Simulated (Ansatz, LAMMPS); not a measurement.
**Localised basis functions on glassy 69SiO2-19Al2O3-6SrO-6Li2O (mol %) (106 atoms)**

Aim: test how closely localised support functions follow the reference on glassy 69SiO2-19Al2O3-6SrO-6Li2O (mol %) (106 atoms), and at what cost. A setting counts as converged where the r.m.s. difference of forces stays under 1 % of the r.m.s. force.

Method: Kohn-Sham DFT, PBE, PAW (set soft_2), plane waves, in Ansatz 0.2.0.

### Step 1. Set-up

The cell holds 106 atoms: 22 Si, 12 Al, 2 Sr, 4 Li and 66 O. Its edges and angles: a = 10.593 Å, b = 10.593 Å, c = 10.593 Å, α = 90.0°, β = 90.0°, γ = 90.0°. 106 atoms (22 Si, 12 Al, 2 Sr, 4 Li, 66 O) placed at random at 3.07 g/cm³, melted at 4000 K for 10 ps at fixed volume with the Morse and Coulomb pair potential with partial charges (Pedone, Malavasi, Menziani, Cormack and Segre, J. Phys. Chem. B 110, 11780 (2006)). Quenched from 4000 K to 300 K at 50 K/ps and fixed volume, held 5 ps.

What the set-up can't give: The quench rate of 50 K/ps is orders of magnitude faster than experiment, which tends to freeze in extra defects. The network of bonds at the start is that of the classical potential that made the cell, and needn't be the one that DFT or experiment would give. The Brillouin zone is sampled at Γ only, in a cell whose shortest periodic width is 11 Å.

### Step 2. How the cell was made

A classical potential supplies the starting structure, since it reaches far longer times than DFT.

This step: classical MD, Morse and Coulomb pair potential with partial charges (Pedone, Malavasi, Menziani, Cormack and Segre, J. Phys. Chem. B 110, 11780 (2006)) (LAMMPS 22 Jul 2025 - Update 4).

Contents of in.lmp:

```
# melt-quench of Si22Al12Sr2Li4O66
units metal
atom_style charge
boundary p p p
region box block 0 10.5932 0 10.5932 0 10.5932
create_box 5 box
mass 1 28.0850   # Si
mass 2 26.9815   # Al
mass 3 87.6200   # Sr
mass 4 6.9400   # Li
mass 5 15.9990   # O
create_atoms 1 random 22 341389 NULL overlap 1.5 maxtry 2000
create_atoms 2 random 12 341396 NULL overlap 1.5 maxtry 2000
create_atoms 3 random 2 341403 NULL overlap 1.5 maxtry 2000
create_atoms 4 random 4 341410 NULL overlap 1.5 maxtry 2000
create_atoms 5 random 66 341417 NULL overlap 1.5 maxtry 2000
pair_style hybrid/overlay pedone 5.5 coul/long 8.0
pair_coeff * * coul/long
pair_coeff 1 5 pedone 0.340554 2.006700 2.100000 1   # Si-O
pair_coeff 2 5 pedone 0.361581 1.900442 2.164818 0.9   # Al-O
pair_coeff 3 5 pedone 0.019623 1.886000 3.328330 3   # Sr-O
pair_coeff 4 5 pedone 0.001114 3.429506 2.681360 1   # Li-O
pair_coeff 5 5 pedone 0.042395 1.379316 3.618701 22   # O-O
set type 1 charge 2.4
set type 2 charge 1.8
set type 3 charge 1.2
set type 4 charge 0.6
set type 5 charge -1.2
kspace_style pppm 1.0e-4
neigh_modify delay 0 every 1 check yes
thermo_style custom step time temp pe press density
thermo_modify norm yes
timestep 0.002
thermo 100
# [... 15 lines left out ...]
fix md all nvt temp 4000 300 0.2
run 37000 post no
unfix md
thermo 1250
fix md all nvt temp 300 300 0.2
run 2500 post no
unfix md
write_dump all custom glass.dump id type xs ys zs modify sort id
```

Started as:

```bash
lmp -in in.lmp -log none -nocite
```

Output:

```text
LAMMPS (22 Jul 2025 - Update 4)
Created orthogonal box = (0 0 0) to (10.5932 10.5932 10.5932)
Created 22 atoms
Created 12 atoms
Created 2 atoms
Created 4 atoms
Created 66 atoms
PPPM initialization ...
  G vector (1/distance) = 0.38504375
  grid = 12 12 12
  estimated relative force accuracy = 5.6510554e-05
   Step          Time           Temp          PotEng         Press         Density
         0   0              0             -2.4963413      882804.28      3.0740088
        79   0.158          0             -15.256179      44636.635      3.0740088
Loop time of 0.0657152 s on 1 MPI rank(s) for 79 steps with 106 atoms
Minimization stats:
  Stopping criterion = energy tolerance
  Energy initial, next-to-last, final =
     -2.49634131071914   -15.254759839987  -15.2561785523673
  Force two-norm initial, final = 345.64456 2.592174
  Iterations, force evaluations = 79 93
   Step          Time           Temp          PotEng         Press         Density
[... 7 lines left out ...]
      2499   4.998          3769.7464     -14.73168       104707.61      3.0740088
      3332   6.664          4498.712      -14.661271      87520.604      3.0740088
      4165   8.33           3742.2269     -14.622245      111685.82      3.0740088
      4998   9.996          4228.4019     -14.680535      95573.114      3.0740088
      5831   11.662         3821.1734     -14.723451      82302.669      3.0740088
[... 1 line left out ...]
Loop time of 2.85379 s on 1 MPI rank(s) for 5000 steps with 106 atoms
   Step          Time           Temp          PotEng         Press         Density
[... 12 lines left out ...]
Loop time of 20.0888 s on 1 MPI rank(s) for 37000 steps with 106 atoms
   Step          Time           Temp          PotEng         Press         Density
     43000   86             312.50558     -15.353717      31948.162      3.0740088
     43750   87.5           341.75137     -15.365034      8329.94        3.0740088
     45000   90             333.17671     -15.362161      27919.398      3.0740088
     45500   91             274.32804     -15.365263      26146.811      3.0740088
Loop time of 1.24189 s on 1 MPI rank(s) for 2500 steps with 106 atoms
```

Elapsed: 25 s, on 1 thread of Arm Neoverse V1, shared host; peak memory 0.078 GiB.

### Step 3. Plane-wave single point

The first run fixes the reference, at a cutoff of 420 eV.

Contents of input.yaml:

```yaml
crystal:
  lattice:
    - [10.5932, 0.0, 0.0]
    - [0.0, 10.5932, 0.0]
    - [0.0, 0.0, 10.5932]
  atoms:
    - { symbol: Si, position: [0.91284, 0.70324, 0.8185] }
    - { symbol: Si, position: [0.05414, 0.69477, 0.27451] }
    - { symbol: Si, position: [0.25416, 0.93385, 0.54686] }
    - { symbol: Si, position: [0.71322, 0.3718, 0.2432] }
    - { symbol: Si, position: [0.42712, 0.05143, 0.80584] }
    - { symbol: Si, position: [0.10788, 0.49324, 0.73058] }
    - { symbol: Si, position: [0.80267, 0.60796, 0.39274] }
    - { symbol: Si, position: [0.6921, 0.66258, 0.00761] }
    - { symbol: Si, position: [0.714, 0.40006, 0.88985] }
    - { symbol: Si, position: [0.28435, 0.71439, 0.98118] }
    - { symbol: Si, position: [0.93025, 0.11941, 0.43736] }
    - { symbol: Si, position: [0.71424, 0.00855, 0.80817] }
    - { symbol: Si, position: [0.25438, 0.64586, 0.50655] }
    - { symbol: Si, position: [0.3205, 0.08041, 0.07303] }
    - { symbol: Si, position: [0.24138, 0.33636, 0.31796] }
    - { symbol: Si, position: [0.44065, 0.14854, 0.45622] }
    - { symbol: Si, position: [0.0718, 0.22322, 0.96654] }
    - { symbol: Si, position: [0.50017, 0.79156, 0.17666] }
    - { symbol: Si, position: [0.54206, 0.50471, 0.66061] }
    - { symbol: Si, position: [0.67, 0.29551, 0.51432] }
    - { symbol: Si, position: [0.34347, 0.34385, 0.7915] }
    - { symbol: Si, position: [0.6144, 0.01916, 0.23857] }
    - { symbol: Al, position: [0.50826, 0.28979, 0.052] }
    - { symbol: Al, position: [0.73243, 0.76669, 0.6286] }
    - { symbol: Al, position: [0.97021, 0.96469, 0.6698] }
    - { symbol: Al, position: [0.13129, 0.97487, 0.27056] }
    - { symbol: Al, position: [0.73923, 0.92739, 0.45479] }
    - { symbol: Al, position: [0.48989, 0.75865, 0.48816] }
    - { symbol: Al, position: [0.90784, 0.23841, 0.71916] }
    - { symbol: Al, position: [0.0082, 0.39355, 0.48109] }
    - { symbol: Al, position: [0.16744, 0.47226, 0.09032] }
    - { symbol: Al, position: [0.77221, 0.15855, 0.04049] }
    - { symbol: Al, position: [0.97329, 0.23135, 0.21604] }
    - { symbol: Al, position: [0.49118, 0.75885, 0.78277] }
    - { symbol: Sr, position: [0.95965, 0.9075, 0.0238] }
    - { symbol: Sr, position: [0.46415, 0.53817, 0.2747] }
    - { symbol: Li, position: [0.14578, 0.14352, 0.68023] }
    - { symbol: Li, position: [0.92679, 0.46327, 0.07657] }
    - { symbol: Li, position: [0.81531, 0.48109, 0.64065] }
    - { symbol: Li, position: [0.22253, 0.84539, 0.78446] }
    - { symbol: O, position: [0.17003, 0.9527, 0.42324] }
    - { symbol: O, position: [0.53482, 0.65958, 0.65476] }
    - { symbol: O, position: [0.41816, 0.18664, 0.11939] }
    - { symbol: O, position: [0.62599, 0.7199, 0.1293] }
    - { symbol: O, position: [0.98395, 0.07076, 0.30257] }
    - { symbol: O, position: [0.06806, 0.56913, 0.17899] }
    - { symbol: O, position: [0.68917, 0.12437, 0.16832] }
    - { symbol: O, position: [0.23684, 0.57892, 0.00574] }
    - { symbol: O, position: [0.83257, 0.70927, 0.95632] }
    - { symbol: O, position: [0.81768, 0.6586, 0.708] }
    - { symbol: O, position: [0.4228, 0.43029, 0.70112] }
    - { symbol: O, position: [0.65901, 0.26984, 0.96033] }
    - { symbol: O, position: [0.54231, 0.2117, 0.54298] }
    - { symbol: O, position: [0.72664, 0.50895, 0.99619] }
    - { symbol: O, position: [0.57975, 0.07898, 0.80349] }
    - { symbol: O, position: [0.51701, 0.93915, 0.15958] }
    - { symbol: O, position: [0.15788, 0.95406, 0.66972] }
    - { symbol: O, position: [0.95146, 0.15302, 0.06208] }
    - { symbol: O, position: [0.12958, 0.25381, 0.2467] }
    - { symbol: O, position: [0.01888, 0.59037, 0.81256] }
    - { symbol: O, position: [0.83652, 0.0736, 0.73739] }
    - { symbol: O, position: [0.07103, 0.35642, 0.01791] }
    - { symbol: O, position: [0.48285, 0.77317, 0.32261] }
    - { symbol: O, position: [0.07744, 0.83167, 0.22225] }
    - { symbol: O, position: [0.0023, 0.11334, 0.5658] }
    - { symbol: O, position: [0.20671, 0.40329, 0.78992] }
    - { symbol: O, position: [0.91301, 0.68674, 0.32565] }
    - { symbol: O, position: [0.7599, 0.02476, 0.95516] }
    - { symbol: O, position: [0.01609, 0.3932, 0.64708] }
    - { symbol: O, position: [0.17789, 0.59112, 0.63004] }
    - { symbol: O, position: [0.58972, 0.70807, 0.90635] }
    - { symbol: O, position: [0.35126, 0.70556, 0.83929] }
    - { symbol: O, position: [0.38642, 0.58222, 0.4778] }
    - { symbol: O, position: [0.8896, 0.51117, 0.47535] }
    - { symbol: O, position: [0.64929, 0.46279, 0.77465] }
    - { symbol: O, position: [0.61896, 0.43891, 0.55208] }
    - { symbol: O, position: [0.71689, 0.9186, 0.29213] }
    - { symbol: O, position: [0.69376, 0.87351, 0.76002] }
    [... 22 atom lines left out ...]
    - { symbol: O, position: [0.35229, 0.0414, 0.52811] }
    - { symbol: O, position: [0.84921, 0.33865, 0.84351] }
    - { symbol: O, position: [0.38774, 0.02612, 0.94517] }
    - { symbol: O, position: [0.83988, 0.33099, 0.1705] }
    - { symbol: O, position: [0.60258, 0.87376, 0.52711] }
    - { symbol: O, position: [0.25671, 0.00573, 0.17854] }
kpoints:
  mp_grid: { grid: [1, 1, 1] }
hamiltonian:
  xc: pbe
scf:
  occupations: { method: fixed }
output:
  forces: true
  stress: true
  populations: intrinsic
  dos:
    method: { smearing: { sigma: 0.1 } }
    de: 0.1
    projected: { site_lists: { Al: [Al], Li: [Li], O: [O], Si: [Si], Sr: [Sr] } }
  eigenvalues: true
  write_density: true
  write_potential: true
  volumetric_format: npy
  elf: true
```

Started as:

```bash
ansatz run input.yaml --threads 4 --pin off --max-ram 8192MiB --backend cpu --events-out ev --progress --plain --runs-dir out
```

Output:

```text
Engine: ansatz 0.2.0, aarch64-unknown-linux-gnu
Pseudopotentials: kind: paw
Pseudopotential: Si, paw, valence charge 4, recommended cutoff 420 eV (normal), Si.paw.azcp
Pseudopotential: Al, paw, valence charge 3, recommended cutoff 420 eV (normal), Al.paw.azcp
Pseudopotential: Sr, paw, valence charge 10, recommended cutoff 420 eV (normal), Sr.paw.azcp
Pseudopotential: Li, paw, valence charge 3, recommended cutoff 420 eV (normal), Li.paw.azcp
Pseudopotential: O, paw, valence charge 6, recommended cutoff 420 eV (normal), O.paw.azcp
[... 5 lines on functional and potentials left out ...]
Crystal: 106 atoms, lattice volume = 1188.725 Å³
Basis set: ecut = 420 eV, 23127 PW (Γ), exchange–correlation on 144×144×144 points (8 copies of the dense FFT grid, shifted against one another)
Bands: 382, of which v1, the nominal top of the filled ones, is band 276 counted from 1 (275 counted from 0)
Symmetry: 1 space group operations
Space group: P1 (ITA 1), of the structure as read, at distance tolerance 1.1e-4 Å
k-points: 1
[... 11 lines on functional and potentials left out ...]
Initial density: superposition of atomic densities (neutral atoms: chi_scale 0, normalization atom), corrected by the library's trained network
Initial wavefunctions: pseudopotential atomic-orbital guess
Functional: x = pbe(κ = 0.804, μ = 0.219515), c = pbe(β = 0.066725)
SCF iter   1: F=—  HF=-65909.078716 eV  |F-HF|=—  |Δ(HF+E_count)|=         —  Δρ=2.34e-3  dr2=7.60e-2  ethr=1.77e-3  ⟨swp⟩=6.0  Hψ=1503  notcnv=0  defer=101
preconditioner: auto → Resta (q_TF=auto, 2.401 Å⁻¹)  ε∞=3.4  [insulator: Δε(μ)=3.778 eV  Ē_g=16.307 eV  n_scr=256 (ndim 8)  ℏωp=25.0 eV  f_vac=0.062  ε∞_Penn≈3.4]
SCF iter   2: F=—  HF=-65909.089423 eV  |F-HF|=—  |Δ(HF+E_count)|=   1.07e-2  Δρ=1.26e-3  dr2=2.01e-2  ethr=1.38e-5  ⟨swp⟩=3.0  Hψ=641  notcnv=0  defer=104
SCF iter   3: F=—  HF=-65909.092359 eV  |F-HF|=—  |Δ(HF+E_count)|=   2.94e-3  Δρ=5.32e-4  dr2=4.73e-3  ethr=3.64e-6  ⟨swp⟩=3.0  Hψ=491  notcnv=0  defer=104
SCF iter   4: F=—  HF=-65909.091979 eV  |F-HF|=—  |Δ(HF+E_count)|=   3.81e-4  Δρ=1.61e-4  dr2=3.00e-4  ethr=8.57e-7  ⟨swp⟩=2.0  Hψ=500  notcnv=0  defer=104
SCF iter   5: F=—  HF=-65909.092019 eV  |F-HF|=—  |Δ(HF+E_count)|=   4.02e-5  Δρ=8.22e-5  dr2=6.57e-5  ethr=5.43e-8  ⟨swp⟩=2.0  Hψ=556  notcnv=0  defer=104
SCF iter   6: F=—  HF=-65909.093878 eV  |F-HF|=—  |Δ(HF+E_count)|=   1.86e-3  Δρ=2.88e-5  dr2=7.98e-6  ethr=1.19e-8  ⟨swp⟩=2.0  Hψ=657  notcnv=0  defer=103
SCF iter   7: F=—  HF=-65909.093879 eV  |F-HF|=—  |Δ(HF+E_count)|=   1.01e-6  Δρ=9.54e-6  dr2=1.02e-6  ethr=1.45e-9  ⟨swp⟩=2.0  Hψ=535  notcnv=0  defer=103
SCF iter   8: F=—  HF=-65909.093880 eV  |F-HF|=—  |Δ(HF+E_count)|=   9.68e-7  Δρ=6.66e-6  dr2=4.10e-7  ethr=1.85e-10  ⟨swp⟩=2.0  Hψ=556  notcnv=0  defer=103
SCF iter   9: F=-65909.093880 eV  HF=-65909.093880 eV  |F-HF|=1.58e-8  |Δ(HF+E_count)|=   2.54e-8  Δρ=1.31e-6  dr2=1.87e-8  ethr=1.81e-11  ⟨swp⟩=22.0  Hψ=3947  notcnv=0
SCF 1 converged in 9 iterations: F = -65909.093880 eV  dr2 = 1.87e-8
  greatest PAW one-centre occupation: 1.000 electrons in one spin orbital (limit 2), on the Li atom at site 39 (counted from 0), in its partial waves of l = 0
SCF converged after 9 iterations
Free energy (F): -65909.093880 eV
Harris-Foulkes:  -65909.093880 eV  (|F-HF|=1.58e-8)
Internal energy: -65909.093880 eV  (E = F + TS)
E sigma→0 (E₀):  -65909.093880 eV
Fermi energy:    5.541384 eV
--- Per-component energies (eV) ---
  E_band       = -1715.967349
  E_kinetic    = 13734.210945
  E_local      = -31228.044525  (includes V_loc(G=0)·N_el)
  E_nonlocal   = 4104.698644
  E_hartree    = 11214.086570
  E_xc         = -7035.517375
  E_vxc        = -8083.385132  (∫ρ·V_xc dr)
  E_paw        = -32869.429887  (= ΣΔE_a)
  E_vpaw       = -2671.787298  (= ΣTr[D̂ρ^β])
  E_aug_tail   = 0.169160  (compensation charges beyond the density's cutoff)
  E_ewald      = -23829.267412
  E_smearing   = -0.000000  (= −TS)
  E_closure    = 0.000000  (closes the sum)
  Σ components = -65909.093880   (vs F -65909.093880, Δ=0.00e0)
--- Forces (eV/Å), atoms counted from 1 ---
  atom   1  Si    -0.82259316    -1.35898658    -0.82499398
  atom   2  Si     1.26160607    -3.24110386     0.47992912
  atom   3  Si    -3.51443295     1.46590996    -0.51171625
  atom   4  Si     0.21987856     1.65422739    -1.12295031
  atom   5  Si     1.96467240     2.71309746    -0.98419050
  atom   6  Si    -2.15266951     2.31851202    -2.67410721
  atom   7  Si     1.95165988    -1.64590939     0.95521784
  atom   8  Si    -1.03326969    -0.17813441    -3.83184732
  atom   9  Si     1.77895688    -2.45973580     0.09954378
  atom  10  Si     0.04528044     1.17559457    -2.66287191
  atom  11  Si    -0.59888350     2.18822567    -1.19556016
  atom  12  Si     0.05087889     2.27836108     1.04520190
  atom  13  Si    -2.67720107    -0.73274594     0.34416669
  atom  14  Si     0.37530449     3.27962591    -3.38868441
[...]
atom 105  O     -0.76038303    -0.18185632     1.55791695
  atom 106  O     -0.61930354    -1.20780543     0.91592520
  max |Σ_I F_I| component: 1.07e-4 eV/Å
--- Stress (GPa, compression-positive) ---
        6.290374       3.452402      -1.229780
        3.452404      11.348180      -0.747537
       -1.229783      -0.747534      13.205412
  P = ⅓ Tr σ = 10.2813 GPa (102.813 kbar)
--- Band table (eV) ---
  k-point 0: bands = ["-39.3164", "-38.8681", "-38.0629", "-37.5212", [... 366 levels ...], "15.8460", "15.9579", "15.9674", "16.0248", "16.0793", "16.1028", "16.1935", "16.2303", "16.2910", "16.2998", "16.3110", "16.4058"]
--- intrinsic populations: 106 sites ---
  site symbol       q [e]
     0     Si      2.3007
     1     Si      2.2659
     2     Si      2.2930
[...]
105      O      6.9014
  spilling = -0.000000 (of n_electrons = 552.000000)
```

Run time: 23 s. Hardware: 4 threads of Arm Neoverse V1, shared host; peak memory 1.5 GiB.

In the SCF lines HF is the Harris–Foulkes energy and dr2 the Hartree energy of the density residual, in eV; the loop may stop once dr2 is under the threshold and the program's other checks hold. Hψ counts applications of the Hamiltonian.

The run gave:

```yaml
free_energy: -65909.0939 eV
free_energy_per_atom: -621.7839 eV/atom
scf_cycles: 9
pressure: 10.28 GPa
r_m_s_force_component: 1.415 eV/Å
longest_force: 6.075 eV/Å
fermi_energy: 5.541 eV
spacing_of_highest_filled_and_lowest_empty_level: 3.66 eV
```

The r.m.s. force component of 1.4 eV/Å sets the scale for the differences below.

### Step 4. Support functions low

With localised support functions most steps grow linearly with size, though the diagonalisation grows faster unless the density matrix is cut; this run measures error and cost at this size.

This step: Kohn-Sham DFT, PBE, PAW (set soft_2), localised support functions (low) (Ansatz 0.2.0).

input.yaml, the sections that differ from step 3:

```yaml
scf:
  occupations: { method: fixed }
  eigensolver: { kind: { support_functions: { accuracy: low } } }
  max_iter: 150
output:
  forces: true
  eigenvalues: true
# crystal, kpoints, hamiltonian: as in step 3
```

Output:

```text
Warning: scf.eigensolver.kind.support_functions: disabling space-group detection — the functions' gradient is summed over unrotated k-points, so no spatial operation reduces the k-mesh or symmetrises the density; time reversal is kept, so that k and −k are solved as one point where they differ and the mesh holds both, and exact exchange and, on two spinor components, a DFT+U term hold to it where the run has them: [...]
settings of this run that can trade accuracy for cost: scf.eigensolver.kind.support_functions; scf.eigensolver.kind.support_functions.accuracy: low [...]
[...]
Crystal: 106 atoms, lattice volume = 1188.725 Å³
Basis set: ecut = 420 eV, 23127 PW (Γ), exchange–correlation on 150×150×150 points (8 copies of the dense FFT grid, shifted against one another)
Bands: 332, of which v1, the nominal top of the filled ones, is band 276 counted from 1 (275 counted from 0)
Symmetry: 1 space group operations
k-points: 1
[...]
SCF iter   1: F=—  HF=-65903.037902 eV  |F-HF|=—  |Δ(HF+E_count)|=         —  Δρ=1.28e-1  dr2=1.94e2  ethr=1.00e-1
[...]
SCF iter  12: F=-65909.584449 eV  HF=-65909.584452 eV  |F-HF|=2.89e-6  |Δ(HF+E_count)|=   2.35e-3  Δρ=2.24e-5  dr2=7.90e-6  ethr=4.53e-9
SCF 1 converged in 12 iterations: F = -65909.610340 eV  dr2 = 7.90e-6
[...]
SCF converged after 12 iterations
Stability not checked: this state was not tested for a lower state beside it, because the mixer in use, unlike msr1, does not test its closes by its own steps (another_mixer; see scf.mixing.algorithm and scf.lower_state_search)
Free energy (F): -65909.610340 eV
[...]
Internal energy: -65909.610340 eV  (E = F + TS)
E sigma→0 (E₀):  -65909.610340 eV
Fermi energy:    5.540345 eV
[...]
--- Forces (eV/Å), atoms counted from 1 ---
  atom   1  Si    -0.82311273    -1.35923946    -0.82655748
  atom   2  Si     1.26131932    -3.24214438     0.48082122
  atom   3  Si    -3.51495865     1.46600786    -0.51080696
  atom   4  Si     0.22067593     1.65390028    -1.12296155
  atom   5  Si     1.96405445     2.71351227    -0.98504333
  atom   6  Si    -2.15348504     2.31744793    -2.67547738
  atom   7  Si     1.95113497    -1.64727440     0.95731611
  atom   8  Si    -1.03437217    -0.17899190    -3.83214566
  atom   9  Si     1.77905583    -2.46058845     0.09940092
  atom  10  Si     0.04469879     1.17574929    -2.66341665
  atom  11  Si    -0.59863473     2.18899847    -1.19572372
  atom  12  Si     0.05186351     2.27889699     1.04469098
  atom  13  Si    -2.67733873    -0.73249711     0.34445607
  atom  14  Si     0.37533460     3.28117427    -3.38866547
[...]
atom 105  O     -0.76113027    -0.18076418     1.55905948
  atom 106  O     -0.61892830    -1.20782443     0.91502166
  max |Σ_I F_I| component: 3.81e-3 eV/Å
--- Band table (eV) ---
[...]
```

The job ended after 2.1 min (4 threads; peak memory 3.5 GiB).

The program notes that the band table was not solved further than the SCF left it and it switched symmetry off.

Keys that differ from the reference: support_functions.accuracy = "low" and scf.max_iter = 150.

Forces differ from the reference by 0.84 meV/Å r.m.s., 0.059 % of their size, well within a tolerance of 1 %; the energy by -4.9 meV/atom. It took roughly 5.3 times the reference's time (one timing each, with unlike analyses asked), in 12 cycles against 9.

(Part 1 of 2 ends here.)

[Long decimals in the printed logs are rounded to 6 places.]

[Logs are printed without paths, hosts, clocks, repeated set-up lines and the standing remarks that a program may print on its own settings, such as how far it seeks lower states.]

[Hosts, paths, dates, database ids (printed as entryN), source tags and the programs' standing remarks are cut or masked in the printed files.]
